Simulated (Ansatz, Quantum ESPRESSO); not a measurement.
# Mode couplings of Y (P6_3/mmc) in a second program, part 2 of 2

Each step names its level of theory.

So far. Step 2 (Relaxing tightly for phonons): The largest force is now zero by symmetry and the largest stress component 0.0031 GPa. Step 3 (Ground state with pw.x): With these potentials, mesh and smearing the cell is at 0.071 GPa. The relaxed cell has a = 3.658, c = 5.668 Å (conventional setting).

### Step 4. Second program, linear response: Fermi–Dirac smearing of 0.1 eV

Level of this step: DFT PBE, scalar-relativistic, plane waves, GBRV ultrasoft pseudopotentials (Quantum ESPRESSO).

ph.x gives each mode's frequency and linewidth; λ of a mode follows from Gaussian double-delta sums over the k mesh, here at four widths.

Input file ph.in:

```
phonons and couplings
 &inputph
    prefix='x',
    outdir='./tmp',
    tr2_ph=1.0d-15,
    fildyn='x.dyn',
    fildvscf='dvscf',
    ldisp=.true.,
    nq1=3,
    nq2=3,
    nq3=2,
    electron_phonon='simple',
    el_ph_ngauss=0,
    el_ph_sigma=0.00734986,
    el_ph_nsigma=4,
    alpha_mix(1)=0.5,
    amass(1)=88.9058,
 /
```

Run with:

```sh
$ OMP_NUM_THREADS=1 mpirun -n 4 ph.x -nk 4 -in ph.in > ph.x.log
```

The log of the run:

```text
[banner, memory and clock lines left out]
Program PHONON v.7.5

     ./tmp/x.save/

     IMPORTANT: XC functional enforced from input :
     Exchange-correlation= PBE
                           (   1   4   3   4   0   0   0)
     Any further DFT definition will be discarded
     Please, verify this is what you really want

     G-vector sticks info

     Check: negative core charge=   -0.000001
     Reading collected, re-writing distributed wavefunctions in ./tmp/

     Dynamical matrices for ( 3, 3, 2)  uniform grid of q-points
     (   6 q-points):
       N         xq(1)         xq(2)         xq(3)
       1   0.000000000   0.000000000   0.000000000
       2   0.000000000   0.000000000  -0.322694100
       3   0.000000000   0.384900179   0.000000000
       4   0.000000000   0.384900179  -0.322694100
       5   0.333333333   0.577350269   0.000000000
       6   0.333333333   0.577350269  -0.322694100

     Number and degeneracy of irreps per q-point
       N         xq(1)         xq(2)         xq(3)   N irreps
       1   0.000000000   0.000000000   0.000000000       4
        1   2   1   2
       2   0.000000000   0.000000000  -0.322694100       2
        2   4
       3   0.000000000   0.384900179   0.000000000       6
     No degeneracy
       4   0.000000000   0.384900179  -0.322694100       6
     No degeneracy
       5   0.333333333   0.577350269   0.000000000       4
        1   1   2   2
       6   0.333333333   0.577350269  -0.322694100       3
        2   2   2

     Saving dvscf to file. Distribute only q points, not irreducible representations.

     Calculation of q =    0.0000000   0.0000000   0.0000000

     phonons and couplings

     bravais-lattice index     =            4
     lattice parameter (alat)  =       6.9131  a.u.
     unit-cell volume          =     443.3257 (a.u.)^3
     number of atoms/cell      =            2
     number of atomic types    =            1
     kinetic-energy cut-off    =      45.0000  Ry
     charge density cut-off    =     360.0000  Ry
     convergence threshold     =      1.0E-15
     beta                      =       0.5000
     number of iterations used =            4
     Exchange-correlation= PBE
                           (   1   4   3   4   0   0   0)

     celldm(1)=    6.91307  celldm(2)=    0.00000  celldm(3)=    1.54946
     celldm(4)=    0.00000  celldm(5)=    0.00000  celldm(6)=    0.00000

     crystal axes: (cart. coord. in units of alat)
               a(1) = (  1.0000  0.0000  0.0000 )
               a(2) = ( -0.5000  0.8660  0.0000 )
               a(3) = (  0.0000  0.0000  1.5495 )

     reciprocal axes: (cart. coord. in units 2 pi/alat)
               b(1) = (  1.0000  0.5774 -0.0000 )
               b(2) = (  0.0000  1.1547  0.0000 )
               b(3) = (  0.0000 -0.0000  0.6454 )

     Atoms inside the unit cell:

     Cartesian axes

     site n.  atom      mass           positions (alat units)
        1  Y      88.9058   tau(    1) = (   -0.00000    0.57735    0.38736  )
        2  Y      88.9058   tau(    2) = (    0.50000    0.28868    1.16209  )

     Computing dynamical matrix for
                    q = (   0.0000000   0.0000000   0.0000000 )

     25 Sym.Ops. (with q -> -q+G )

     G cutoff =  435.7977  (  51053 G-vectors)     FFT grid: ( 45, 45, 72)
     G cutoff =  217.8989  (  18075 G-vectors)  smooth grid: ( 30, 30, 48)

     number of k points=    48  Fermi-Dirac smearing, width (Ry)=  0.0073

     PseudoPot. # 1 for Y  read from file:
     ./pseudo/Y.upf
     Pseudo is Ultrasoft + core correction, Zval = 11.0
     Using radial grid of  885 points,  6 beta functions with:
                l(1) =   0
                l(2) =   0
                l(3) =   1
                l(4) =   1
                l(5) =   2
                l(6) =   2
     Q(r) pseudized with  8 coefficients,  rinner =    1.200   1.200   1.200
                                                       1.200   1.200

     Mode symmetry, D_6h(6/mmm) point group:

     Atomic displacements:
     There are    4 irreducible representations

     Representation     1      1 modes -  To be done

     Representation     2      2 modes -  To be done

     Representation     3      1 modes -  To be done

     Representation     4      2 modes -  To be done

     Alpha used in Ewald sum =   2.8000

     Representation #   1 mode #   1

     Self-consistent Calculation

     Pert. #  1: Fermi energy shift (Ry) =     2.3130E-18    -3.9183E-39

      thresh= 1.000E-02 alpha_mix =  0.500 |ddv_scf|^2 =  9.075E-05

     Pert. #  1: Fermi energy shift (Ry) =    -4.6259E-18     1.2245E-40

      thresh= 9.526E-04 alpha_mix =  0.500 |ddv_scf|^2 =  1.544E-04

     Pert. #  1: Fermi energy shift (Ry) =     7.2280E-20     1.9592E-39

      thresh= 1.243E-03 alpha_mix =  0.500 |ddv_scf|^2 =  1.741E-08

     Pert. #  1: Fermi energy shift (Ry) =     7.2280E-20    -6.1224E-41

      thresh= 1.320E-05 alpha_mix =  0.500 |ddv_scf|^2 =  1.308E-09

     Pert. #  1: Fermi energy shift (Ry) =    -7.2280E-20     3.8265E-42

      thresh= 3.616E-06 alpha_mix =  0.500 |ddv_scf|^2 =  3.195E-11

     Pert. #  1: Fermi energy shift (Ry) =     7.2280E-20    -1.9132E-42

      thresh= 5.653E-07 alpha_mix =  0.500 |ddv_scf|^2 =  6.761E-13

     Pert. #  1: Fermi energy shift (Ry) =    -7.2280E-20    -1.1958E-43

      thresh= 8.222E-08 alpha_mix =  0.500 |ddv_scf|^2 =  5.956E-15

     Pert. #  1: Fermi energy shift (Ry) =     7.2280E-20    -4.7831E-43

      thresh= 7.717E-09 alpha_mix =  0.500 |ddv_scf|^2 =  1.314E-15

     Pert. #  1: Fermi energy shift (Ry) =     7.2280E-20    -4.7831E-43

      thresh= 3.624E-09 alpha_mix =  0.500 |ddv_scf|^2 =  2.156E-16

     End of self-consistent calculation

     Convergence has been achieved

     Representation #   2 modes #   2   3

     Self-consistent Calculation

     Pert. #  1: Fermi energy shift (Ry) =    -1.0842E-19     7.6530E-42
     Pert. #  2: Fermi energy shift (Ry) =     1.8070E-20    -7.6530E-42

      thresh= 1.000E-02 alpha_mix =  0.500 |ddv_scf|^2 =  4.516E-07

     Pert. #  1: Fermi energy shift (Ry) =    -4.9255E-19    -4.7831E-42
     Pert. #  2: Fermi energy shift (Ry) =    -8.6115E-21    -1.9132E-42

      thresh= 6.720E-05 alpha_mix =  0.500 |ddv_scf|^2 =  1.104E-08

     Pert. #  1: Fermi energy shift (Ry) =    -2.9477E-19     1.1958E-43
     Pert. #  2: Fermi energy shift (Ry) =    -1.8635E-19     5.9789E-43

      thresh= 1.051E-05 alpha_mix =  0.500 |ddv_scf|^2 =  1.103E-09

     Pert. #  1: Fermi energy shift (Ry) =     3.0719E-19    -1.7937E-43
[...]
thresh= 3.321E-06 alpha_mix =  0.500 |ddv_scf|^2 =  5.625E-12

[...]
number of atoms/cell      =            2
     number of atomic types    =            1
     number of electrons       =        22.00
     number of Kohn-Sham states=           21
     kinetic-energy cutoff     =      45.0000  Ry
     charge density cutoff     =     360.0000  Ry
     Exchange-correlation= PBE
                           (   1   4   3   4   0   0   0)

     celldm(1)=   6.913072  celldm(2)=   0.000000  celldm(3)=   1.549455
     celldm(4)=   0.000000  celldm(5)=   0.000000  celldm(6)=   0.000000

     crystal axes: (cart. coord. in units of alat)
               a(1) = (   1.000000   0.000000   0.000000 )
               a(2) = (  -0.500000   0.866025   0.000000 )
               a(3) = (   0.000000   0.000000   1.549455 )

     reciprocal axes: (cart. coord. in units 2 pi/alat)
               b(1) = (  1.000000  0.577350 -0.000000 )
               b(2) = (  0.000000  1.154701  0.000000 )
               b(3) = (  0.000000 -0.000000  0.645388 )

     PseudoPot. # 1 for Y  read from file:
     ./pseudo/Y.upf
     Pseudo is Ultrasoft + core correction, Zval = 11.0
     Using radial grid of  885 points,  6 beta functions with:
[...]
l(5) =   2
                l(6) =   2
     Q(r) pseudized with  8 coefficients,  rinner =    1.200   1.200   1.200
                                                       1.200   1.200

     atomic species   valence    mass     pseudopotential
     Y                11.00    88.90580     Y ( 1.00)

     24 Sym. Ops., with inversion, found

   Cartesian axes

     site n.     atom                  positions (alat units)
         1        Y      tau(   1) = (  -0.0000000   0.5773503   0.3873638  )
         2        Y      tau(   2) = (   0.5000000   0.2886751   1.1620913  )

     number of k points=   152  Fermi-Dirac smearing, width (Ry)=  0.0073

     Number of k-points >= 100: set verbosity='high' to print them.

     Dense  grid:    51053 G-vectors     FFT dimensions: (  45,  45,  72)

     Smooth grid:    18075 G-vectors     FFT dimensions: (  30,  30,  48)

     Check: negative core charge=   -0.000001

     The potential is recalculated from file :
     ./tmp/_ph0/x.q_6/x.save/charge-density

     Starting wfcs are   26 atomic wfcs

     Band Structure Calculation
     Davidson diagonalization with overlap

     ethr =  4.55E-11,  avg # of iterations = 17.0

     End of band structure calculation

     Number of k-points >= 100: set verbosity='high' to print the bands.

     the Fermi energy is     9.5230 ev

     Writing config to output data dir ./tmp/_ph0/x.q_6/x.save/ :
     XML data file

     phonons and couplings

     bravais-lattice index     =            4
     lattice parameter (alat)  =       6.9131  a.u.
     unit-cell volume          =     443.3257 (a.u.)^3
     number of atoms/cell      =            2
     number of atomic types    =            1
     kinetic-energy cut-off    =      45.0000  Ry
     charge density cut-off    =     360.0000  Ry
     convergence threshold     =      1.0E-15
     beta                      =       0.5000
     number of iterations used =            4
     Exchange-correlation= PBE
                           (   1   4   3   4   0   0   0)

     celldm(1)=    6.91307  celldm(2)=    0.00000  celldm(3)=    1.54946
     celldm(4)=    0.00000  celldm(5)=    0.00000  celldm(6)=    0.00000

     crystal axes: (cart. coord. in units of alat)
               a(1) = (  1.0000  0.0000  0.0000 )
               a(2) = ( -0.5000  0.8660  0.0000 )
               a(3) = (  0.0000  0.0000  1.5495 )

     reciprocal axes: (cart. coord. in units 2 pi/alat)
               b(1) = (  1.0000  0.5774 -0.0000 )
               b(2) = (  0.0000  1.1547  0.0000 )
               b(3) = (  0.0000 -0.0000  0.6454 )

     Atoms inside the unit cell:

     Cartesian axes

     site n.  atom      mass           positions (alat units)
        1  Y      88.9058   tau(    1) = (   -0.00000    0.57735    0.38736  )
        2  Y      88.9058   tau(    2) = (    0.50000    0.28868    1.16209  )

     Computing dynamical matrix for
                    q = (   0.3333333   0.5773503  -0.3226941 )

     12 Sym.Ops. (no q -> -q+G )

     G cutoff =  435.7977  (  51053 G-vectors)     FFT grid: ( 45, 45, 72)
     G cutoff =  217.8989  (  18075 G-vectors)  smooth grid: ( 30, 30, 48)

     number of k points=   152  Fermi-Dirac smearing, width (Ry)=  0.0073

     PseudoPot. # 1 for Y  read from file:
     ./pseudo/Y.upf
     Pseudo is Ultrasoft + core correction, Zval = 11.0
     Using radial grid of  885 points,  6 beta functions with:
                l(1) =   0
                l(2) =   0
                l(3) =   1
                l(4) =   1
                l(5) =   2
                l(6) =   2
     Q(r) pseudized with  8 coefficients,  rinner =    1.200   1.200   1.200
                                                       1.200   1.200

     Atomic displacements:
     There are    3 irreducible representations

     Representation     1      2 modes -  To be done

     Representation     2      2 modes -  To be done

     Representation     3      2 modes -  To be done

     Alpha used in Ewald sum =   2.8000

     Representation #   1 modes #   1   2

     Self-consistent Calculation

[...]
End of self-consistent calculation

     Convergence has been achieved

     Representation #   2 modes #   3   4

     Self-consistent Calculation

[...]
End of self-consistent calculation

     Convergence has been achieved

     Representation #   3 modes #   5   6

     Self-consistent Calculation

      thresh= 1.000E-02 alpha_mix =  0.500 |ddv_scf|^2 =  6.704E-06

      thresh= 2.589E-04 alpha_mix =  0.500 |ddv_scf|^2 =  6.448E-06

      thresh= 2.539E-04 alpha_mix =  0.500 |ddv_scf|^2 =  6.100E-09

      thresh= 7.810E-06 alpha_mix =  0.500 |ddv_scf|^2 =  3.871E-10

      thresh= 1.968E-06 alpha_mix =  0.500 |ddv_scf|^2 =  4.871E-12

      thresh= 2.207E-07 alpha_mix =  0.500 |ddv_scf|^2 =  2.035E-13

      thresh= 4.511E-08 alpha_mix =  0.500 |ddv_scf|^2 =  1.886E-14

      thresh= 1.373E-08 alpha_mix =  0.500 |ddv_scf|^2 =  3.803E-16

     End of self-consistent calculation

     Convergence has been achieved

     Number of q in the star =    2
     List of q in the star:
          1   0.333333333   0.577350269  -0.322694100
          2  -0.333333333  -0.577350269   0.322694100

     Diagonalizing the dynamical matrix

     q = (    0.333333333   0.577350269  -0.322694100 )

 **************************************************************************
     freq (    1) =       2.034327 [THz] =      67.857853 [cm-1]
     freq (    2) =       2.034327 [THz] =      67.857853 [cm-1]
     freq (    3) =       3.828477 [THz] =     127.704236 [cm-1]
     freq (    4) =       3.828477 [THz] =     127.704236 [cm-1]
     freq (    5) =       4.015264 [THz] =     133.934800 [cm-1]
     freq (    6) =       4.015264 [THz] =     133.934800 [cm-1]
 **************************************************************************

     Gaussian Broadening:   0.007 Ry, ngauss=   0
     DOS = 23.318949 states/spin/Ry/Unit Cell at Ef=  9.537801 eV
     double delta at Ef =**********
[...]
Gaussian Broadening:   0.015 Ry, ngauss=   0
     DOS = 25.472381 states/spin/Ry/Unit Cell at Ef=  9.523646 eV
     double delta at Ef =**********
[...]
Gaussian Broadening:   0.022 Ry, ngauss=   0
     DOS = 24.586075 states/spin/Ry/Unit Cell at Ef=  9.520058 eV
     double delta at Ef =**********
[...]
lambda(    5)=  0.0747   gamma=   28.27 GHz
     lambda(    6)=  0.0747   gamma=   28.27 GHz

     Gaussian Broadening:   0.029 Ry, ngauss=   0
     DOS = 23.128529 states/spin/Ry/Unit Cell at Ef=  9.521553 eV
     double delta at Ef =**********
     lambda(    1)=  0.2380   gamma=   21.75 GHz
     lambda(    2)=  0.2380   gamma=   21.75 GHz
     lambda(    3)=  0.0585   gamma=   18.94 GHz
     lambda(    4)=  0.0585   gamma=   18.94 GHz
     lambda(    5)=  0.0691   gamma=   24.60 GHz
     lambda(    6)=  0.0691   gamma=   24.60 GHz
```

The job ended after 27 min (4 MPI ranks of Arm Neoverse V2, shared host; 1.8 h of CPU time).

This step gave:

```
highest frequency, solved or plainly interpolated : 150.2 cm⁻¹
omega log against width                           : 12.15, 12, 11.95, 11.96 meV, at widths 0.1 to 0.4 eV
```

As ph.x prints them, no sum rule imposed; at the zone centre the sum is no linewidth. Double-delta sums:

```csv
q1,q2,q3,star,mode,omega (meV),"lambda_q, sigma 0.1 eV","lambda_q, sigma 0.2 eV","lambda_q, sigma 0.3 eV","lambda_q, sigma 0.4 eV",half width at sigma 0.2 (meV)
0,0,0,1,1,0.3094,0,0,0,0,0
0,0,0,1,2,0.5186,0,0,0,0,4.14e-5
0,0,0,1,3,0.5186,0,0,0,0,4.14e-5
0,0,0,1,4,10.8,0.6524,0.2574,0.1773,0.139,0.1765
0,0,0,1,5,10.8,0.6524,0.2574,0.1773,0.139,0.1765
0,0,0,1,6,18.62,0.0533,0.0502,0.0498,0.0484,0.1023
0,0,-0.5,1,1,7.818,0.0294,0.0503,0.0566,0.0584,0.01807
0,0,-0.5,1,2,7.818,0.0294,0.0503,0.0566,0.0584,0.01807
0,0,-0.5,1,3,7.818,0.0294,0.0503,0.0566,0.0584,0.01807
0,0,-0.5,1,4,7.818,0.0294,0.0503,0.0566,0.0584,0.01807
0,0,-0.5,1,5,13.42,0.1845,0.1048,0.0783,0.0665,0.111
0,0,-0.5,1,6,13.42,0.1845,0.1048,0.0783,0.0665,0.111
0,0.3333,0,6,1,8.371,0.0632,0.0771,0.0804,0.0787,0.03176
0,0.3333,0,6,2,8.96,0.141,0.1088,0.0964,0.0881,0.05136
0,0.3333,0,6,3,14.12,0.0692,0.0633,0.0553,0.0523,0.07419
0,0.3333,0,6,4,14.9,0.0717,0.0671,0.0596,0.0535,0.08759
0,0.3333,0,6,5,15.63,0.116,0.1185,0.1097,0.0989,0.1702
0,0.3333,0,6,6,17.91,0.0119,0.0237,0.0291,0.0323,0.04475
0,0.3333,-0.5,6,1,10.78,0.1211,0.1393,0.13,0.1204,0.09529
0,0.3333,-0.5,6,2,10.78,0.1211,0.1393,0.13,0.1204,0.09529
0,0.3333,-0.5,6,3,11.62,0.0652,0.0737,0.0766,0.0719,0.05852
0,0.3333,-0.5,6,4,11.62,0.0652,0.0737,0.0766,0.0719,0.05852
0,0.3333,-0.5,6,5,16.45,0.0587,0.0644,0.0627,0.0601,0.1026
0,0.3333,-0.5,6,6,16.45,0.0587,0.0644,0.0627,0.0601,0.1026
0.3333,0.3333,0,2,1,13.37,0.1224,0.1265,0.1196,0.1102,0.133
0.3333,0.3333,0,2,2,13.37,0.1224,0.1265,0.1196,0.1102,0.133
0.3333,0.3333,0,2,3,13.85,0.148,0.1034,0.0879,0.0779,0.1167
0.3333,0.3333,0,2,4,13.85,0.148,0.1034,0.0879,0.0779,0.1167
0.3333,0.3333,0,2,5,15.85,0.0541,0.038,0.0335,0.0317,0.05608
0.3333,0.3333,0,2,6,16.72,0.0908,0.0884,0.0837,0.0795,0.1453
0.3333,0.3333,-0.5,2,1,8.413,0.2304,0.2727,0.2639,0.238,0.1135
0.3333,0.3333,-0.5,2,2,8.413,0.2304,0.2727,0.2639,0.238,0.1135
0.3333,0.3333,-0.5,2,3,15.83,0.074,0.0695,0.0639,0.0585,0.1024
0.3333,0.3333,-0.5,2,4,15.83,0.074,0.0695,0.0639,0.0585,0.1024
0.3333,0.3333,-0.5,2,5,16.61,0.0859,0.0789,0.0747,0.0691,0.128
0.3333,0.3333,-0.5,2,6,16.61,0.0859,0.0789,0.0747,0.0691,0.128
```

Mean over the q mesh without its centre; few wavevectors enter, so none of the widths can be taken as converged. Coupling constant λ, lambda against Gaussian width:

| Gaussian width (eV) | coupling constant λ, lambda |
| --- | --- |
| 0.100 | 0.541 |
| 0.200 | 0.550 |
| 0.300 | 0.522 |
| 0.400 | 0.486 |

λ runs from 0.541 at 0.1 eV to 0.486 at 0.4 eV.

### Step 5. Results

```
phonon run of the rows without a label of their own                                            : PBE, q 3×3×2, k 9×9×6
coupling λ by Gaussian sums at 0.2 eV, Quantum ESPRESSO, GBRV, cutoff 612 eV, q 3×3×2, k 9×9×6 : 0.550
```

In words: Under gradient-corrected functionals ph.x can misplace modes where the density is low; no frozen-phonon run checks these frequencies. In the last run that gave them, λ from the Gaussian sums is steady within 13 % between widths of 0.1 and 0.4 eV; these sums hold few wavevectors and leave out the zone centre.

[Logs are printed without paths, hosts, clocks, repeated set-up lines and the standing remarks that a program may print on its own settings, such as how far it seeks lower states.]

[Hosts, paths, dates, database ids (printed as entryN), source tags and the programs' standing remarks are cut or masked in the printed files.]
